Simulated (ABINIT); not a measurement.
# Quasiparticle gap of GaAs (F-43m) in ABINIT, part 2 of 3

Wanted: ground state, empty states, screening and self-energy for GaAs (F-43m).

ABINIT 10.8.3; PBE and many-body steps on it, plane waves. Known limits of the many-body steps: not at the basis limit; exchange with frozen shells missing; screening runs away on this mesh; no spin-orbit coupling; coarse k mesh.

So far. Step 2 (Ground state): The gap is direct, at Γ.

## 3. Bands along the symmetry lines

Level of this step: DFT, PBE, plane waves, norm-conserving pseudopotentials (ABINIT).

The cheap functional maps the bands first; the places of the edges decide which points the dearer methods must see.

run.abi reads:

```
acell 3*1.0 Angstrom
rprim 
  0.000000000000 2.826850000000 2.826850000000
  2.826850000000 0.000000000000 2.826850000000
  2.826850000000 2.826850000000 0.000000000000
ntypat 2
znucl 31 33
natom 2
typat 1 2
xred 
  0.000000000000 0.000000000000 0.000000000000
  0.250000000000 0.250000000000 0.250000000000
pp_dirpath "pseudos"
pseudos "Ga.upf, As.upf"
ecut 38
iscf -2
irdden 1
kptopt 0
nkpt 50
kpt 
  0.00000000 0.00000000 0.00000000
  -0.06250000 -0.06250000 0.00000000
  -0.12500000 -0.12500000 0.00000000
  -0.18750000 -0.18750000 0.00000000
  -0.25000000 -0.25000000 0.00000000
  -0.31250000 -0.31250000 0.00000000
  -0.37500000 -0.37500000 0.00000000
  -0.43750000 -0.43750000 0.00000000
  -0.50000000 -0.50000000 0.00000000
  -0.48437500 -0.48437500 0.03125000
  -0.46875000 -0.46875000 0.06250000
  -0.45312500 -0.45312500 0.09375000
  -0.43750000 -0.43750000 0.12500000
  -0.42187500 -0.42187500 0.15625000
  -0.40625000 -0.40625000 0.18750000
  -0.39062500 -0.39062500 0.21875000
  -0.37500000 -0.37500000 0.25000000
  -0.37500000 0.00000000 0.37500000
  -0.32812500 0.00000000 0.32812500
  -0.28125000 0.00000000 0.28125000
  -0.23437500 0.00000000 0.23437500
  -0.18750000 0.00000000 0.18750000
  -0.14062500 0.00000000 0.14062500
  -0.09375000 0.00000000 0.09375000
  -0.04687500 0.00000000 0.04687500
  0.00000000 0.00000000 0.00000000
  0.00000000 0.00000000 0.06250000
  0.00000000 0.00000000 0.12500000
  0.00000000 0.00000000 0.18750000
  0.00000000 0.00000000 0.25000000
  0.00000000 0.00000000 0.31250000
  0.00000000 0.00000000 0.37500000
  0.00000000 0.00000000 0.43750000
  -0.00000000 -0.00000000 0.50000000
  -0.06250000 -0.03125000 0.46875000
  -0.12500000 -0.06250000 0.43750000
  -0.18750000 -0.09375000 0.40625000
  -0.25000000 -0.12500000 0.37500000
  -0.31250000 -0.15625000 0.34375000
  -0.37500000 -0.18750000 0.31250000
  -0.43750000 -0.21875000 0.28125000
  -0.50000000 -0.25000000 0.25000000
  -0.50000000 -0.28125000 0.21875000
  -0.50000000 -0.31250000 0.18750000
  -0.50000000 -0.34375000 0.15625000
  -0.50000000 -0.37500000 0.12500000
  -0.50000000 -0.40625000 0.09375000
  -0.50000000 -0.43750000 0.06250000
  -0.50000000 -0.46875000 0.03125000
  -0.50000000 -0.50000000 0.00000000
istwfk *1
nband 21
nbdbuf 2
tolwfr 1e-08
nstep 40
prtwf 0
prtvol 0
indata_prefix "in"
outdata_prefix "out"
tmpdata_prefix "tmp"
```

Started as:

```
> OMP_NUM_THREADS=1 mpirun -n 4 abinit run.abi > log
```

Numbers of over 12 decimals in the logs are rounded to 6 here.

The log of the run:

```text
.Version 10.8.3 of ABINIT. v10.8.2 released Aug 2026.

 Symmetries : space group F-4 3 m (#216); Bravais cF (face-center cubic)
[... echo of the input left out ...]
== DATASET  1 ==================================================================
-   mpi_nproc: 4, omp_nthreads: 1 (-1 if OMP is not activated)

--- !DatasetInfo
iteration_state: {dtset: 1, }
dimensions: {natom: 2, nkpt: 50, mband: 21, nsppol: 1, nspinor: 1, nspden: 1, mpw: 3479, }
cutoff_energies: {ecut:  38.0, pawecutdg:  -1.0, }
electrons: {nelect:   2.80000000E+01, charge:   0.00000000E+00, occopt:   1.00000000E+00, tsmear:   1.00000000E-02, }

 Real(R)+Recip(G) space primitive vectors, cartesian coordinates (Bohr,Bohr^-1):
 R(1)=  0.0000000  5.3419723  5.3419723  G(1)= -0.0935984  0.0935984  0.0935984
 R(2)=  5.3419723  0.0000000  5.3419723  G(2)=  0.0935984 -0.0935984  0.0935984
 R(3)=  5.3419723  5.3419723  0.0000000  G(3)=  0.0935984  0.0935984 -0.0935984
 Unit cell volume ucvol=  3.0488418E+02 bohr^3
 Angles (23,13,12)=  6.00000000E+01  6.00000000E+01  6.00000000E+01 degrees

 getcut: wavevector=  0.0000  0.0000  0.0000  ngfft=  45  45  45
         ecut(hartree)=     38.000   => boxcut(ratio)=   2.09884

--- Pseudopotential description ------------------------------------------------
- Ga Generated using ONCVPSP code by D. R. Hamann
- 31.00000  13.00000  171031                  znucl, zion, pspdat
12 -101130 2 -1 1902                          pspcod,pspxc,lmax,lloc,mmax
     nproj     2     2     2
  pspatm : epsatm=   24.69408211
         --- l  ekb(1:nproj) -->
             0    7.029782    1.144675
             1    6.805229    1.288163
             2   -8.378254   -2.820764
 pspatm: atomic psp has been read  and splines computed

- As Generated using ONCVPSP code by D. R. Hamann
- 33.00000  15.00000  171031                  znucl, zion, pspdat
12 -101130 2 -1 1358                          pspcod,pspxc,lmax,lloc,mmax
     nproj     2     2     2
  pspatm : epsatm=   28.90894544
         --- l  ekb(1:nproj) -->
[...]
pspatm: atomic psp has been read  and splines computed

--------------------------------------------------------------------------------

================================================================================
 prteigrs : about to open file out_EIG
 Non-SCF case, kpt    1 (  0.00000  0.00000  0.00000), residuals and eigenvalues=
  4.34E-09  6.85E-09  9.76E-09  2.90E-09  5.33E-09  3.29E-09  9.90E-09  9.32E-09
  4.06E-09  5.37E-09  7.28E-09  3.20E-09  3.41E-09  6.89E-09  8.31E-09  2.37E-09
  5.13E-09  7.71E-09  7.69E-09  9.55E-06  3.35E-04
 -1.1460E+00 -1.1460E+00 -1.1460E+00 -1.1457E+00 -1.1457E+00 -3.9689E-01
 -3.9689E-01 -3.9689E-01 -3.9406E-01 -3.9406E-01 -3.1984E-01  1.4788E-01
  1.4788E-01  1.4788E-01  1.6675E-01  2.8527E-01  2.8527E-01  2.8527E-01
[...]
Non-SCF case, kpt    3 ( -0.12500 -0.12500  0.00000), residuals and eigenvalues=
[...]
3.51E-09  7.91E-09  8.57E-09  2.58E-08  9.05E-06
[...]
Non-SCF case, kpt   49 ( -0.50000 -0.46875  0.03125), residuals and eigenvalues=
[...]
Non-SCF case, kpt   50 ( -0.50000 -0.50000  0.00000), residuals and eigenvalues=
[...]
-3.9507E-01 -3.9507E-01 -3.9500E-01 -3.9360E-01 -2.2800E-01 -1.0257E-01
  4.9544E-02  4.9544E-02  2.0184E-01  2.0894E-01  5.2174E-01  5.2174E-01
[...]
--- !ResultsGS
iteration_state: {dtset: 1, }
comment   : Summary of ground state results
lattice_vectors:
- [  0.0000000,   5.3419723,   5.3419723, ]
- [  5.3419723,   0.0000000,   5.3419723, ]
- [  5.3419723,   5.3419723,   0.0000000, ]
lattice_lengths: [   7.55469,    7.55469,    7.55469, ]
lattice_angles: [ 60.000,  60.000,  60.000, ] # degrees, (23, 13, 12)
lattice_volume:   3.0488418E+02
convergence: {deltae:  0.000E+00, res2:  0.000E+00, residm:  9.986E-09, diffor:  0.000E+00, }
etotal    :  -1.82563273E+02
entropy   :   0.00000000E+00
fermie    :   1.47875682E-01
cartesian_stress_tensor: null
pressure_GPa: null
xred      :
- [  0.0000E+00,   0.0000E+00,   0.0000E+00, Ga]
- [  2.5000E-01,   2.5000E-01,   2.5000E-01, As]
cartesian_forces: null
force_length_stats: {min: null, max: null, mean: null, }

 Integrated electronic density in atomic spheres:
 ------------------------------------------------
 Atom  Sphere_radius  Integrated_density
[...]
================================================================================

 ----iterations are completed or convergence reached----

 Mean square residual over all n,k,spin=   52.096E-10; max=  99.859E-10
 reduced coordinates (array xred) for    2 atoms
       0.000000000000      0.000000000000      0.000000000000
       0.250000000000      0.250000000000      0.250000000000

 cartesian coordinates (angstrom) at end:
    1      0.000000     0.000000     0.000000
    2      1.413425     1.413425     1.413425
 length scales=  1.889726125908  1.889726125908  1.889726125908 bohr
              =  1.000000000000  1.000000000000  1.000000000000 angstroms
 prteigrs : about to open file out_EIG
 Eigenvalues (hartree) for nkpt=  50  k points:
 kpt#   1, nband= 21, wtk=  1.00000, kpt=  0.0000  0.0000  0.0000 (reduced coord)
[...]
kpt#   2, nband= 21, wtk=  1.00000, kpt= -0.0625 -0.0625  0.0000 (reduced coord)
[...]
kpt#   3, nband= 21, wtk=  1.00000, kpt= -0.1250 -0.1250  0.0000 (reduced coord)
[...]
kpt#  49, nband= 21, wtk=  1.00000, kpt= -0.5000 -0.4687  0.0313 (reduced coord)
[...]
0.51556    0.51618    0.55131    0.62146    0.64229
 kpt#  50, nband= 21, wtk=  1.00000, kpt= -0.5000 -0.5000  0.0000 (reduced coord)
  -1.14605   -1.14593   -1.14593   -1.14567   -1.14562   -0.40096   -0.39507   -0.39507
  -0.39500   -0.39360   -0.22800   -0.10257    0.04954    0.04954    0.20184    0.20894
   0.52174    0.52174    0.55137    0.63787    0.64372

== END DATASET(S) ==============================================================
================================================================================

 -outvars: echo values of variables after computation  --------
            nband          21
             nkpt          50
          spgroup         216
 [... the other variables as echoed above ...]

 Calculation completed.
```

It took 46 s on 4 MPI ranks of Intel Xeon at 2.80GHz (Skylake/Cascade Lake), shared host; peak memory 0.33 GiB; 2.6 min of CPU time.

Numbers from this step:

```
gap                        : 0.5135 eV
k of the valence top       : 0, 0, 0
k of the conduction bottom : 0, 0, 0
least direct gap           : 0.5135 eV
```

The gap is 0.513 eV, as in the run before at this level.

The electronic bands at the labelled points (eV, zero at the top of the highest filled band):

```csv
point,band 11,band 12,band 13,band 14,band 15,band 16,band 17,band 18
Γ,-12.73,0.00,0.00,0.00,0.51,3.74,3.74,3.74
halfway,-11.80,-4.09,-1.69,-1.69,1.99,3.27,6.62,6.62
X,-10.23,-6.82,-2.68,-2.68,1.47,1.66,10.17,10.17
halfway,-10.22,-6.77,-3.20,-2.57,1.66,2.57,9.21,9.42
U,-10.27,-6.63,-3.86,-2.26,1.97,4.64,7.96,8.07
jump to K,-10.27,-6.63,-3.86,-2.26,1.97,4.64,7.96,8.07
halfway,-11.72,-4.56,-2.44,-0.68,2.69,4.77,4.81,5.65
Γ,-12.73,0.00,0.00,0.00,0.51,3.74,3.74,3.74
halfway,-12.04,-4.14,-0.68,-0.68,1.45,4.60,4.60,5.96
L,-10.97,-6.64,-1.14,-1.14,1.00,4.64,4.64,7.77
halfway,-10.62,-6.48,-3.22,-1.94,3.03,4.17,6.35,7.69
W,-10.17,-6.63,-3.53,-3.34,4.62,4.72,5.42,6.05
halfway,-10.20,-6.73,-3.14,-3.04,2.56,2.76,8.15,8.36
X,-10.23,-6.82,-2.68,-2.68,1.47,1.66,10.17,10.17
```

The electronic bands as a text plot (rows in eV, shown from -8.0 to 6.5 only):

```
    6.2 |                  +++              +         ++ +++
    5.6 |    +              +++++++                  +  ++++
    5.0 |                       +  ++      +      +++    ++
    4.4 |  ++             +      ++      +++++++++++++++++++
    3.8 |++              +         ++++++++             +   +
    3.2 |  +++++        +                             ++
    2.6 |  +++  +++    +    +++++++                  +       ++
    2.0 |     ++   ++ + ++++       ++               +         +++
    1.4 | +     ++++++++             +  ++++++++  ++            +
    0.8 |+                            ++        ++
    0.2 |*                           ****
   -0.4 | ***                   ******   ****
   -1.0 | *  *                **   ***  *    *******
   -1.7 |     **           ***   **               *****
   -2.3 |  **   ***     ***     *  **    **         *  *
   -2.9 |    *     *****      **           *         *  **   ****
   -3.5 |              ***  **   **                   *******
   -4.1 |     **          **                *
   -4.7 |                       *
   -5.3 |       **            **             **
   -5.9 |         *         **                 *
   -6.5 |          **  *****                    ****************
   -7.1 |            **                                         *
   -7.7 |
         Γ           X  U|K            Γ         L        W     X
```

## 4. Empty states on the mesh, 4×4×4 mesh, 75 bands

The sums over transitions need many empty states on a uniform mesh; this step solves for them.

run.abi reads:

```
acell 3*1.0 Angstrom
rprim 
  0.000000000000 2.826850000000 2.826850000000
  2.826850000000 0.000000000000 2.826850000000
  2.826850000000 2.826850000000 0.000000000000
ntypat 2
znucl 31 33
natom 2
typat 1 2
xred 
  0.000000000000 0.000000000000 0.000000000000
  0.250000000000 0.250000000000 0.250000000000
pp_dirpath "pseudos"
pseudos "Ga.upf, As.upf"
ecut 38
ngkpt 4 4 4
nshiftk 1
shiftk 0 0 0
kptopt 1
chksymbreak 0
iscf -2
irdden 1
istwfk *1
nband 75
nbdbuf 6
tolwfr 1e-09
nstep 60
prtvol 0
indata_prefix "in"
outdata_prefix "out"
tmpdata_prefix "tmp"
```

The log of the run:

```text
.Version 10.8.3 of ABINIT. v10.8.2 released Aug 2026.

 Symmetries : space group F-4 3 m (#216); Bravais cF (face-center cubic)
[... echo of the input left out ...]
== DATASET  1 ==================================================================
-   mpi_nproc: 4, omp_nthreads: 1 (-1 if OMP is not activated)

--- !DatasetInfo
iteration_state: {dtset: 1, }
dimensions: {natom: 2, nkpt: 8, mband: 75, nsppol: 1, nspinor: 1, nspden: 1, mpw: 3479, }
cutoff_energies: {ecut:  38.0, pawecutdg:  -1.0, }
electrons: {nelect:   2.80000000E+01, charge:   0.00000000E+00, occopt:   1.00000000E+00, tsmear:   1.00000000E-02, }

 Real(R)+Recip(G) space primitive vectors, cartesian coordinates (Bohr,Bohr^-1):
 R(1)=  0.0000000  5.3419723  5.3419723  G(1)= -0.0935984  0.0935984  0.0935984
 R(2)=  5.3419723  0.0000000  5.3419723  G(2)=  0.0935984 -0.0935984  0.0935984
 R(3)=  5.3419723  5.3419723  0.0000000  G(3)=  0.0935984  0.0935984 -0.0935984
 Unit cell volume ucvol=  3.0488418E+02 bohr^3
 Angles (23,13,12)=  6.00000000E+01  6.00000000E+01  6.00000000E+01 degrees

 getcut: wavevector=  0.0000  0.0000  0.0000  ngfft=  45  45  45
         ecut(hartree)=     38.000   => boxcut(ratio)=   2.09884

--- Pseudopotential description ------------------------------------------------
- Ga Generated using ONCVPSP code by D. R. Hamann
- 31.00000  13.00000  171031                  znucl, zion, pspdat
12 -101130 2 -1 1902                          pspcod,pspxc,lmax,lloc,mmax
     nproj     2     2     2
  pspatm : epsatm=   24.69408211
         --- l  ekb(1:nproj) -->
             0    7.029782    1.144675
             1    6.805229    1.288163
             2   -8.378254   -2.820764
 pspatm: atomic psp has been read  and splines computed

- As Generated using ONCVPSP code by D. R. Hamann
- 33.00000  15.00000  171031                  znucl, zion, pspdat
12 -101130 2 -1 1358                          pspcod,pspxc,lmax,lloc,mmax
     nproj     2     2     2
  pspatm : epsatm=   28.90894544
         --- l  ekb(1:nproj) -->
[...]
pspatm: atomic psp has been read  and splines computed

--------------------------------------------------------------------------------

================================================================================
 prteigrs : about to open file out_EIG
 Non-SCF case, kpt    1 (  0.00000  0.00000  0.00000), residuals and eigenvalues=
  1.51E-10  2.37E-10  3.41E-10  1.63E-10  3.46E-10  3.17E-10  2.77E-10  3.26E-10
  3.83E-10  7.92E-10  4.73E-10  3.33E-10  6.97E-10  7.33E-10  8.65E-10  3.69E-10
  8.61E-10  3.57E-10  2.69E-10  3.14E-10  4.69E-10  2.22E-10  3.48E-10  7.97E-10
[...]
-1.1460E+00 -1.1460E+00 -1.1460E+00 -1.1457E+00 -1.1457E+00 -3.9689E-01
 -3.9689E-01 -3.9689E-01 -3.9406E-01 -3.9406E-01 -3.1984E-01  1.4788E-01
  1.4788E-01  1.4788E-01  1.6675E-01  2.8527E-01  2.8527E-01  2.8527E-01
[...]
1.8573E+00  1.9535E+00  1.9535E+00  1.9535E+00  1.9601E+00  1.9601E+00
  1.9601E+00  2.0423E+00  2.1579E+00  2.5327E+00  2.5327E+00  2.5327E+00
[...]
prteigrs : prtvol=0 or 1, do not print more k-points.

--- !ResultsGS
iteration_state: {dtset: 1, }
comment   : Summary of ground state results
lattice_vectors:
- [  0.0000000,   5.3419723,   5.3419723, ]
- [  5.3419723,   0.0000000,   5.3419723, ]
- [  5.3419723,   5.3419723,   0.0000000, ]
lattice_lengths: [   7.55469,    7.55469,    7.55469, ]
lattice_angles: [ 60.000,  60.000,  60.000, ] # degrees, (23, 13, 12)
lattice_volume:   3.0488418E+02
convergence: {deltae:  0.000E+00, res2:  0.000E+00, residm:  9.989E-10, diffor:  0.000E+00, }
etotal    :  -1.82563273E+02
entropy   :   0.00000000E+00
fermie    :   1.47875682E-01
cartesian_stress_tensor: null
pressure_GPa: null
xred      :
- [  0.0000E+00,   0.0000E+00,   0.0000E+00, Ga]
- [  2.5000E-01,   2.5000E-01,   2.5000E-01, As]
cartesian_forces: null
force_length_stats: {min: null, max: null, mean: null, }

 Integrated electronic density in atomic spheres:
 ------------------------------------------------
 Atom  Sphere_radius  Integrated_density
[...]
================================================================================

 ----iterations are completed or convergence reached----

 Mean square residual over all n,k,spin=   51.847E-11; max=  99.895E-11
 reduced coordinates (array xred) for    2 atoms
[...]
0.250000000000      0.250000000000      0.250000000000

 cartesian coordinates (angstrom) at end:
    1      0.000000     0.000000     0.000000
    2      1.413425     1.413425     1.413425
 length scales=  1.889726125908  1.889726125908  1.889726125908 bohr
              =  1.000000000000  1.000000000000  1.000000000000 angstroms
 prteigrs : about to open file out_EIG
 Eigenvalues (hartree) for nkpt=   8  k points:
 kpt#   1, nband= 75, wtk=  0.01563, kpt=  0.0000  0.0000  0.0000 (reduced coord)
[...]
1.73579    1.73579    1.74298    1.74298    1.85731    1.95349    1.95349    1.95349
   1.96009    1.96009    1.96009    2.04231    2.15792    2.53271    2.53271    2.53272
   2.56714    2.56721    2.61682
 prteigrs : prtvol=0 or 1, do not print more k-points.

== END DATASET(S) ==============================================================
================================================================================

 -outvars: echo values of variables after computation  --------
            nband          75
             nkpt           8
          spgroup         216
 [... the other variables as echoed above ...]

 Calculation completed.
```

Run time: 53 s. Hardware: 4 MPI ranks; peak memory 0.32 GiB.

Numbers from this step:

- gap: 0.5135 eV
- k of the valence top: 0, 0, 0
- k of the conduction bottom: 0, 0, 0
- least direct gap: 0.5135 eV
- k points computed: 8
- lowest point of the top converged band, above the valence top: 54.6960 eV

On this mesh the gap is 0.513 eV.

## 5. Screening, 4×4×4 mesh, 69 bands, screening to 130.6 eV

The RPA dielectric matrix is built and inverted for each q.

This step: RPA screening on PBE, plane waves, norm-conserving pseudopotentials.

Edit run.abi of step 4 so:

```diff
@@ -20,10 +20,11 @@
 chksymbreak 0
-iscf -2
-irdden 1
 istwfk *1
-nband 75
-nbdbuf 6
-tolwfr 1e-09
-nstep 60
-prtvol 0
+occopt 1
+irdwfk 1
+optdriver 3
+nband 69
+ecuteps 4.8
+inclvkb 2
+awtr 1
+symchi 1
 indata_prefix "in"
```

The log of the run:

```text
.Version 10.8.3 of ABINIT. v10.8.2 released Aug 2026.

 Symmetries : space group F-4 3 m (#216); Bravais cF (face-center cubic)
[... echo of the input left out ...]
== DATASET  1 ==================================================================
-   mpi_nproc: 4, omp_nthreads: 1 (-1 if OMP is not activated)

--- !DatasetInfo
iteration_state: {dtset: 1, }
dimensions: {natom: 2, nkpt: 8, mband: 69, nsppol: 1, nspinor: 1, nspden: 1, mpw: 3479, }
cutoff_energies: {ecut:  38.0, pawecutdg:  -1.0, }
electrons: {nelect:   2.80000000E+01, charge:   0.00000000E+00, occopt:   1.00000000E+00, tsmear:   1.00000000E-02, }

 SCREENING: Calculation of the susceptibility and dielectric matrices

 Based on a program developped by R.W. Godby, V. Olevano, G. Onida, and L. Reining.
 Incorporated in ABINIT by V. Olevano, G.-M. Rignanese, and M. Torrent.
.Using double precision arithmetic ; gwpc =  8

[... cell and pseudopotentials left out ...]
--------------------------------------------------------------------------------

 ==== K-mesh for the wavefunctions ====
 Number of points in the irreducible wedge :     8
[... list of points left out ...]
 Together with 24 symmetry operations and time-reversal symmetry
 yields    64 points in the full Brillouin Zone.

 ==== Q-mesh for the screening function ====
 Number of points in the irreducible wedge :     8
[... list of points left out ...]
 Together with 24 symmetry operations and time-reversal symmetry
 yields    64 points in the full Brillouin Zone.

 setmesh: FFT mesh size selected  =    30x   30x   30
          total number of points  =        27000

 vcoul_init : cutoff-mode = AUXILIARY_FUNCTION
 q-points for optical limit:   1
     1)      0.000010    0.000020    0.000030

- screening: taking advantage of time-reversal symmetry
- Maximum band index for partially occupied states nbvw = 14
- Remaining bands to be divided among processors   nbcw = 55
- Number of bands treated by each node ~13

 Number of electrons calculated from density =   28.0000; Expected =   28.0000
 average of density, n =  0.091838
 r_s =    1.3750
 omega_plasma =   29.2326 [eV]

 calculating chi0 at frequencies [eV] :
  1    0.000000E+00    0.000000E+00
  2    0.000000E+00    2.923258E+01

--------------------------------------------------------------------------------
  q-point number  1        q = ( 0.000000, 0.000000, 0.000000) [r.l.u.]
--------------------------------------------------------------------------------
[... chi0 elements left out ...]
 For q-point:  0.000010 0.000020 0.000030
  dielectric constant = 138.6324
  dielectric constant without local fields = 147.8196

  Average fulfillment of the sum rule on Im[epsilon] for q-point    1 :     42.05  [%]
[... wings left out ...]
  q-point number  2        q = ( 0.250000, 0.000000, 0.000000) [r.l.u.]
--------------------------------------------------------------------------------
[... chi0 elements left out ...]
  Average fulfillment of the sum rule on Im[epsilon] for q-point    2 :     53.45  [%]

 [... 6 further q-points ...]
```

Elapsed: 57 s, on 4 MPI ranks; peak memory 0.75 GiB.

This step gave:

```yaml
eps_infinity_with_local_fields_on_this_mesh_along_the_program_s_q_direction: 138.6
the_same_without_local_fields: 147.8
plasma_frequency: 29.23 eV
plane_waves_in_the_screening_matrix: 169
```

Local fields lower ε∞ by 6 %. The value itself is an artefact of the mesh, where one narrow direct gap carries too much weight.

(Part 2 of 3 ends here.)

[Paths, hosts, dates, memory and timing lines, banners, echoed tables and standing remarks are left out of the program output.]

[Logs are printed without paths, hosts, clocks, repeated set-up lines and the standing remarks that a program may print on its own settings, such as how far it seeks lower states.]

[Runs of the session that timed out or met a known fault of the program may be left out.]

[No measured gap is set beside runs whose start may be inverted or whose files or cutoffs have a known fault.]

[Hosts, paths, dates, database ids (printed as entryN), source tags and the programs' standing remarks are cut or masked in the printed files.]

[G0W0 gaps are taken among the corrected bands and points alone; a level outside them can change the order at an edge.]

[Where Ansatz stands beside ABINIT at settings called matched, ABINIT's density can come from a denser mesh and the files from another edition; pairs whose starting gaps differed by over 0.03 eV were left out, so agreement reads better than it is.]
